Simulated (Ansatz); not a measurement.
# Dielectric function and optical constants of Ba2HgN2 (model structure), part 2 of 3

Aim: the dielectric function of Ba2HgN2 (model structure), and the optical constants that follow from it. The cell was made here by substitution or stacking, whether or not such a phase is known. It was built so: All Zn replaced by Hg in the I4/mmm structure of Ba2ZnN2.

Ansatz 0.2.0; DFT, PBE, plane-wave PAW, default files, scalar-relativistic, independent-particle optical response without local fields.

So far: The starting structure; Relaxation. The relaxed cell has a = 4.227, c = 13.667 Å (conventional setting).

## 3. Ground state and bands

The self-consistent density comes first; it also tells whether there is a gap, which decides the occupations and the need for a Drude term.

This step: DFT, PBE, plane-wave PAW, default files, scalar-relativistic, ground state (Ansatz 0.2.0).

Contents of input.yaml:

```yaml
crystal:
  lattice:
    - [-2.1135320342, 2.1135320342, 6.8333280078]
    - [2.1135320342, -2.1135320342, 6.8333280078]
    - [2.1135320342, 2.1135320342, -6.8333280078]
  atoms:
    - { symbol: Hg, position: [0.0, 0.0, 0.0] }
    - { symbol: Ba, position: [0.660778595, 0.660778595, 0.0] }
    - { symbol: Ba, position: [0.339221405, 0.339221405, 0.0] }
    - { symbol: "N", position: [0.8486644498, 0.8486644498, 0.0] }
    - { symbol: "N", position: [0.1513355502, 0.1513355502, 0.0] }
kpoints:
  mp_grid: { grid: [8, 8, 8] }
  band_path:
    path:
      - [[0.0, 0.0, 0.0], [-0.5, 0.5, 0.0], [-0.5, 0.5, -0.04783251], [-0.27391625, 0.27391625, -0.27391625], [0.0, 0.0, 0.0], [0.5, 0.5, -0.5], [0.27391625, 0.72608375, -0.72608375], [0.0, 0.5, -0.5], [-0.25, 0.75, -0.25], [0.04783251, 0.95216749, -0.5], [0.5, 0.5, -0.5]]
      - [[-0.5, 0.5, 0.0], [-0.25, 0.75, -0.25]]
    npoints: 5
scf:
  occupations: { method: fermi_dirac, width: 0.05 }
  n_extra_bands: 9
hamiltonian:
  xc: pbe
  pseudopotentials: { kind: paw }
output:
  forces: true
  stress: true
  populations: true
  write_bands: true
  write_density: true
  write_potential: true
  elf: true
  volumetric_format: npy
```

Command:

```bash
ansatz run input.yaml --threads 4 --pin off --max-ram 8192MiB --backend cpu --events-out ev --progress --plain --runs-dir out
```

Numbers of over 12 decimals in the logs are rounded to 6 here.

Log:

```text
[...]
Crystal: 5 atoms, lattice volume = 122.098 Å³
Basis set: ecut = 420 eV, 2363 PW (Γ), FFT grids on a1−a2, a2, a1+a3, exchange–correlation on 80×100×60 points (8 copies of the dense FFT grid, shifted against one another)
Bands: 34, of which v1, the nominal top of the filled ones, is band 25 counted from 1 (24 counted from 0)
Symmetry: 16 space group operations
[...]
k-points: 59 of 512
[...]
SCF iter   1: F=—  HF=-26482.057850 eV  |F-HF|=—  |Δ(HF+E_count)|=         —  Δρ=1.79e-3  dr2=3.52e-3  ethr=1.77e-3  ⟨swp⟩=7.4  Hψ=10394  notcnv=0  defer=34
[...]
SCF iter   6: F=-26482.057902 eV  HF=-26482.057902 eV  |F-HF|=1.40e-8  |Δ(HF+E_count)|=   1.71e-7  Δρ=7.20e-6  dr2=6.01e-8  ethr=2.00e-10  ⟨swp⟩=16.6  Hψ=17000  notcnv=0
SCF 1 converged in 6 iterations: F = -26482.057902 eV  dr2 = 6.01e-8
  Residual-converged pass: ⟨swp⟩=1.0  Hψ=2243  notcnv=0  max |occ|·‖R‖ = 7.0e-9 eV (tolerance 1.0e-8 eV)  dr2=6.01e-8  dr2_onsite=5.54e-9  max |Δocc| = 2.3e-12
[...]
NSCF: frozen V_eff on 57 k-points
SCF converged after 6 iterations
Free energy (F): -26482.057902 eV
[...]
Internal energy: -26482.057270 eV  (E = F + TS)
E sigma→0 (E₀):  -26482.057586 eV
Entropy (-TS):   -0.000632 eV (-0.126 meV/atom)
Fermi energy:    9.673974 eV
[...]
--- Forces (eV/Å), atoms counted from 1 ---
  atom   1  Hg     0.00000000     0.00000000    -0.00000000
  atom   2  Ba     0.00000000     0.00000000    -0.00154923
  atom   3  Ba     0.00000000     0.00000000     0.00154923
  atom   4  N      0.00000000    -0.00000000    -0.00267428
  atom   5  N     -0.00000000    -0.00000000     0.00267428
  max |Σ_I F_I| component: 2.17e-18 eV/Å
--- Stress (GPa, compression-positive) ---
       -0.008085       0.000000       0.000000
        0.000000      -0.008085       0.000000
        0.000000       0.000000      -0.037392
  P = ⅓ Tr σ = -0.0179 GPa (-0.179 kbar)
--- Band table (eV; the first three rows and the last of 59) ---
  k-point 0: bands = [... 21 lower, 8.5757, 8.5757, 9.4942, 9.4942, 10.8404, 10.8468, 12.4610, 12.8904, ... 5 higher]
  k-point 1: bands = [... 21 lower, 7.9791, 8.4594, 8.9716, 9.3510, 10.7656, 11.5039, 12.5539, 13.3587, ... 5 higher]
  k-point 2: bands = [... 21 lower, 7.6929, 8.2711, 8.5169, 9.2762, 10.6169, 11.9510, 12.7287, 13.0633, ... 5 higher]
  k-point 58: bands = [... 21 lower, 8.8803, 8.8803, 9.3682, 9.3682, 10.7945, 12.1546, 12.1546, 12.4426, ... 5 higher]
--- Löwdin populations: 5 sites ---
  site symbol       q [e]
     0     Hg     19.0318
     1     Ba      8.4209
     2     Ba      8.4209
     3      N      6.5282
     4      N      6.5282
  spilling = 0.021400 (of n_electrons = 50.000000)
```

Run time: 3.2 s. Hardware: 4 threads of Intel Xeon 6975P-C (Granite Rapids), shared host; peak memory 0.65 GiB.

In the SCF lines HF is the Harris–Foulkes energy and dr2 the Hartree energy of the density residual, in eV; the loop may stop once dr2 is under the threshold and the program's other checks hold. Hψ counts applications of the Hamiltonian.

This step gave:

| Item | Value |
| --- | --- |
| free energy | -26482.0579 eV |
| Fermi energy | 9.674 eV |
| gap by band count | 0.2810 eV |
| electrons | 50 |
| symmetry operations | 16 |
| pressure | -0.01785 GPa |
| volume | 122.1 Å³ |
| gap on the path | 0.2810 eV |
| least direct gap on the path | 0.4000 eV |

There is a gap, 0.28 eV on the path, so no carriers' term is needed. The cell is left with a pressure of 0.0 GPa after its relaxation.

The electronic bands at the labelled points (eV, zero at the Fermi level; v1 is the highest filled band, c1 the lowest empty one):

| point | v4 | v3 | v2 | v1 | c1 | c2 | c3 | c4 |
| --- | --- | --- | --- | --- | --- | --- | --- | --- |
| Γ | -1.10 | -1.10 | -0.18 | -0.18 | 1.17 | 1.17 | 2.79 | 3.22 |
| 0.60 of the way | -1.91 | -1.46 | -1.10 | -0.38 | 0.84 | 2.00 | 2.88 | 3.00 |
| X | -1.56 | -1.13 | -0.35 | -0.30 | 0.10 | 1.48 | 2.65 | 2.74 |
| 0.60 of the way | -1.58 | -1.13 | -0.35 | -0.33 | 0.11 | 1.49 | 2.67 | 2.76 |
| Y | -1.61 | -1.12 | -0.38 | -0.36 | 0.13 | 1.52 | 2.71 | 2.78 |
| 0.60 of the way | -1.83 | -1.53 | -1.20 | -0.85 | 0.59 | 2.50 | 3.15 | 3.60 |
| S | -1.89 | -1.77 | -1.51 | -1.07 | 0.66 | 3.30 | 3.75 | 4.11 |
| 0.40 of the way | -2.03 | -1.71 | -1.23 | -0.83 | 0.72 | 3.06 | 3.16 | 4.02 |
| Γ | -1.10 | -1.10 | -0.18 | -0.18 | 1.17 | 1.17 | 2.79 | 3.22 |
| 0.40 of the way | -1.01 | -1.01 | -0.21 | -0.21 | 1.15 | 1.68 | 2.86 | 3.15 |
| Z | -0.79 | -0.79 | -0.31 | -0.31 | 1.12 | 2.48 | 2.48 | 2.77 |
| 0.40 of the way | -1.32 | -1.09 | -0.80 | -0.59 | 1.77 | 1.84 | 2.77 | 3.12 |
| S1 | -1.89 | -1.77 | -1.51 | -1.07 | 0.66 | 3.30 | 3.75 | 4.11 |
| 0.60 of the way | -1.91 | -1.81 | -1.53 | -1.07 | 0.75 | 3.13 | 3.83 | 4.09 |
| N | -1.91 | -1.82 | -1.53 | -1.07 | 0.82 | 3.04 | 3.85 | 4.10 |
| 0.60 of the way | -1.64 | -1.45 | -0.74 | -0.60 | 0.74 | 1.38 | 3.18 | 3.52 |
| P | -1.39 | -1.39 | -0.33 | -0.33 | 0.69 | 0.69 | 3.49 | 3.70 |
| 0.40 of the way | -1.50 | -1.25 | -0.35 | -0.33 | 0.35 | 1.09 | 3.07 | 3.17 |
| Y1 | -1.61 | -1.12 | -0.38 | -0.36 | 0.13 | 1.52 | 2.71 | 2.78 |
| 0.60 of the way | -1.64 | -1.13 | -1.00 | -0.41 | 1.48 | 2.32 | 2.44 | 3.32 |
| Z | -0.79 | -0.79 | -0.31 | -0.31 | 1.12 | 2.48 | 2.48 | 2.77 |
| jump to X | -1.56 | -1.13 | -0.35 | -0.30 | 0.10 | 1.48 | 2.65 | 2.74 |
| 0.60 of the way | -1.50 | -1.25 | -0.35 | -0.31 | 0.35 | 1.08 | 3.08 | 3.15 |
| P | -1.39 | -1.39 | -0.33 | -0.33 | 0.69 | 0.69 | 3.49 | 3.70 |

Electrostatic potential energy in the ac plane of the conventional cell at fractional y = 0.000, with atoms of Hg and Ba and N within 0.2 Å of it. With pseudopotentials it is smooth inside the atoms' cores, unlike the true potential.

Values in eV, 24 rows by 14 columns, each cell a mean:
```
-36 -35 -23  -1   9  11  12  12  12  10   6 -10 -30 -36
-11  -6   3   9  11  12  12  12  12  12  11   7  -1  -9
-19  -7   8  13  13  13  12  12  12  13  13  11   2 -14
-37 -32  -2  12  13  13  12  12  12  13  13   9 -16 -37
-15  -4   9  13  13  12  12  12  12  13  13  12   4 -11
  6   8   9  11  11  11  11  11  11  11  11  10   9   7
-18 -14  -6   3   8  10  11  11  11   9   6  -1 -10 -16
-34 -31 -24  -9   4   9  11  11  10   7  -1 -17 -28 -33
-34 -31 -24  -9   4   9  11  12  11   7  -1 -16 -28 -33
-18 -14  -6   3   8  10  12  12  11   9   6  -1 -10 -17
  5   6   8   9  10  11  12  12  12  11  10   8   7   5
  9  10  10  11  11  12  12  12  12  12  11  10  10  10
  9   9  10  10  11  12  12  12  12  11  11  10   9   9
  0   2   5   8  10  11  12  12  12  11   9   7   4   1
-25 -21 -12  -1   7  10  12  12  11   9   4  -6 -17 -24
-36 -33 -25 -11   3   9  11  12  10   7  -2 -18 -29 -35
-32 -28 -20  -6   5   9  11  11  10   8   1 -13 -25 -30
 -9  -6   1   6   9  11  11  11  11  10   8   4  -3  -8
  7   9  11  12  12  12  12  11  12  12  12  12  10   8
-27 -16   6  13  13  12  12  12  12  13  13  11  -3 -24
-37 -29  -1  12  13  13  12  12  12  13  13   9 -14 -36
 -7   1   9  12  13  13  12  12  12  13  13  11   6  -4
-23 -16  -3   7  11  12  12  12  12  11   9   3 -10 -20
-36 -37 -27  -4   8  11  12  12  12  10   4 -15 -34 -36
```

ELF in the ac plane of the conventional cell at fractional y = 0.000, with atoms of Hg and Ba and N within 0.2 Å of it. It is the smooth field of the valence electrons, not physical close to the nuclei.

Ten even steps from '_' (0.02) to '@' (0.85), each cell a mean:
```
**++====--::____..::--==++**
==----::::..______::::----==
**####++--..______::==**####
--##@@%%++::______--##@@@@++
##%%%%##==..______::**%%%%%%
----::::..__________..::----
##%%##++..__________--**####
::++@@@@++..______::##@@%%--
::++@@@@++________::##@@%%--
@@@@%%++..__________--##@@@@
**==::..______________..--++
____________________________
..________________________..
%%##==::______________--**##
%%@@@@##::________..++%%@@%%
__==@@@@++..______::##@@##..
==##@@%%==________::**@@@@++
****++--..__________::==++**
++====--::________..::--====
**%%@@%%++..______--**%%@@##
--##@@%%++..______--**%%@@++
****++==--..______::--++****
====----::..____..::::----==
##**++==--::____..----==++**
```

## 4. Spectrum

The spectrum is a sum over vertical transitions between filled and empty bands at the fixed density, so many empty bands are needed.

This step: DFT, PBE, plane-wave PAW, default files, scalar-relativistic, independent-particle optical response without local fields (Ansatz 0.2.0).

input.yaml, the sections that differ from step 3:

```yaml
kpoints:
  mp_grid: { grid: [8, 8, 8] }
scf:
  occupations: { method: gaussian, width: 0.02 }
output:
  optics:
    e_range: [0, 22]
    de: 0.05
    sigma: 0.1
    nscf_kmesh: { grid: [12, 12, 12] }
    bands: { spectra_wanted_up_to: 22 }
# crystal, hamiltonian: as in step 3
```

Log:

```text
[...]
Crystal: 5 atoms, lattice volume = 122.098 Å³
Basis set: ecut = 420 eV, 2363 PW (Γ), FFT grids on a1+a3, a2+a3, a3
Bands: 30, of which v1, the nominal top of the filled ones, is band 25 counted from 1 (24 counted from 0)
Symmetry: 16 space group operations
[...]
k-points: 59 of 512
[...]
SCF iter   1: F=—  HF=-26482.057402 eV  |F-HF|=—  |Δ(HF+E_count)|=         —  Δρ=1.80e-3  dr2=3.72e-3  ethr=1.77e-3  ⟨swp⟩=7.7  Hψ=8927  notcnv=0
[...]
SCF iter  10: F=-26482.057813 eV  HF=-26482.057813 eV  |F-HF|=3.64e-12  |Δ(HF+E_count)|=  1.82e-11  Δρ=2.53e-8  dr2=1.50e-12  ethr=1.00e-12  ⟨swp⟩=8.3  Hψ=6701  notcnv=0
SCF 1 converged in 10 iterations: F = -26482.057813 eV  dr2 = 1.50e-12
[...]
output.optics: what the bands over the 88 summed would add to eps1, eps2 and the energy-loss function is held between a lower and an upper bound (9 Lanczos steps). eps1, eps2 and their loss function (loss_summed_bands) are given on every row as the summed bands alone make them. Along an axis, on a row where the two bounds hold the loss function to about 1 % of the greater of itself and 0.5 % of |1/eps|, its cell (loss_completed) is given, with the completed eps1 and eps2 that it is formed of (a cell that is left empty reads nan in the table and null in the record). The two bounds hold it so along every axis on all 441 rows up to 22.000 eV. [rest of the remark cut]
SCF converged after 10 iterations
Free energy (F): -26482.057813 eV
[...]
Internal energy: -26482.057813 eV  (E = F + TS)
E sigma→0 (E₀):  -26482.057813 eV
Fermi energy:    9.635072 eV
[...]
--- Band table (eV; the first three rows and the last of 59) ---
  k-point 0: bands = [... 21 lower, 8.5762, 8.5762, 9.4948, 9.4948, 10.8405, 10.8470, 12.4611, 12.8906, ... 1 higher]
  k-point 1: bands = [... 21 lower, 7.9796, 8.4599, 8.9721, 9.3516, 10.7657, 11.5041, 12.5540, 13.3589, ... 1 higher]
  k-point 2: bands = [... 21 lower, 7.6933, 8.2716, 8.5174, 9.2767, 10.6170, 11.9510, 12.7289, 13.0634, ... 1 higher]
  k-point 58: bands = [... 21 lower, 8.8808, 8.8808, 9.3688, 9.3688, 10.7946, 12.1545, 12.1545, 12.4428, ... 1 higher]
```

Run time: 65 s. Hardware: 4 threads; peak memory 5.1 GiB.

Numbers from this step:

| Property | Result |
| --- | --- |
| electronic dielectric constant ε∞, mean over x, y and z (by symmetry where fewer were run) | 9.865 |
| absorption onset, first axis (α over 10⁴ cm⁻¹, or the direct gap if that lies higher) | 1.254 eV |
| main peak of Im epsilon, first axis | 5.129 eV |
| photocurrent from vertical transitions in a film 500 nm thick on a perfect mirror (two passes), AM1.5G, no front reflection, all carriers collected | 44.00 mA/cm² |
| least direct gap on the mesh | 0.3996 eV |
| bands summed | 88 |
| spectra valid up to | 25.41 eV |
| program's estimate of the k-sum error in Im epsilon | 0.21 % |
| electrons in the f-sum | 35.85 |

The Im ε has structure finer than the step of the table below, so its rows give means over 1 eV, whole bins alone (the curve runs from 0 to 22 eV). Peaks (eV: height): E ∥ x or y 5.2: 7.76, 17.3: 3.24; E ∥ z 0.7: 10.7, 2.6: 19.0, 5.0: 16.4.

The Im ε by photon energy; means over each step:

| photon energy (eV) | E ∥ x or y | E ∥ z |
| --- | --- | --- |
| 1 | 0.411 | 8.63 |
| 2 | 1.95 | 7.36 |
| 3 | 2.37 | 12.8 |
| 4 | 3.53 | 3.82 |
| 5 | 6.28 | 12.0 |
| 6 | 5.17 | 5.14 |
| 7 | 4.55 | 3.51 |
| 8 | 4.01 | 2.24 |
| 9 | 1.98 | 1.68 |
| 10 | 1.41 | 1.20 |
| 11 | 0.978 | 0.802 |
| 12 | 0.905 | 1.40 |
| 13 | 1.15 | 1.50 |
| 14 | 1.55 | 1.19 |
| 15 | 1.95 | 2.03 |
| 16 | 2.13 | 1.93 |
| 17 | 2.73 | 2.28 |
| 18 | 2.11 | 1.55 |
| 19 | 2.02 | 1.53 |
| 20 | 1.39 | 1.43 |
| 21 | 1.37 | 1.13 |

Table of Re ε by photon energy:

| photon energy (eV) | E ∥ x or y | E ∥ z |
| --- | --- | --- |
| 0.0 | 6.13 | 17.3 |
| 0.5 | 6.28 | 22.7 |
| 1.0 | 6.68 | 11.4 |
| 1.5 | 7.01 | 9.89 |
| 2.0 | 6.51 | 11.7 |
| 2.5 | 5.81 | 15.0 |
| 3.0 | 6.38 | 1.81 |
| 3.5 | 5.84 | -1.28 |
| 4.0 | 6.67 | 4.39 |
| 4.5 | 5.98 | 9.87 |
| 5.0 | 5.68 | 1.78 |
| 5.5 | 2.61 | -3.96 |
| 6.0 | 1.58 | -1.52 |
| 6.5 | 1.79 | -2.20 |
| 7.0 | 1.68 | -0.508 |
| 7.5 | 0.580 | -1.39 |
| 8.0 | -0.475 | -0.908 |
| 8.5 | -0.689 | -0.633 |
| 9.0 | -0.249 | 0.0629 |
| 9.5 | 0.147 | -0.311 |
| 10.0 | 0.255 | -0.0251 |
| 10.5 | 0.483 | 0.265 |
| 11.0 | 0.777 | 0.900 |
| 11.5 | 1.02 | 1.37 |
| 12.0 | 1.37 | 1.16 |
| 12.5 | 1.60 | 1.14 |
| 13.0 | 1.69 | 0.851 |
| 13.5 | 1.97 | 0.888 |
| 14.0 | 1.88 | 1.23 |
| 14.5 | 1.81 | 1.61 |
| 15.0 | 1.65 | 1.78 |
| 15.5 | 1.56 | 0.765 |
| 16.0 | 1.38 | 0.688 |
| 16.5 | 1.52 | 1.09 |
| 17.0 | 1.15 | 0.312 |
| 17.5 | -0.193 | -0.0972 |
| 18.0 | 0.442 | 0.0805 |
| 18.5 | 0.414 | 0.276 |
| 19.0 | -0.299 | 0.370 |
| 19.5 | -0.185 | 0.180 |
| 20.0 | -0.281 | 0.0458 |
| 20.5 | 0.167 | -0.183 |
| 21.0 | -0.251 | 0.156 |
| 21.5 | -0.384 | -0.189 |
| 22.0 | -0.117 | -0.304 |

(Continued in part 3 of 3.)

[Logs are printed without paths, hosts, clocks, repeated set-up lines and the standing remarks that a program may print on its own settings, such as how far it seeks lower states.]

[Hosts, paths, dates, database ids (printed as entryN), source tags and the programs' standing remarks are cut or masked in the printed files.]
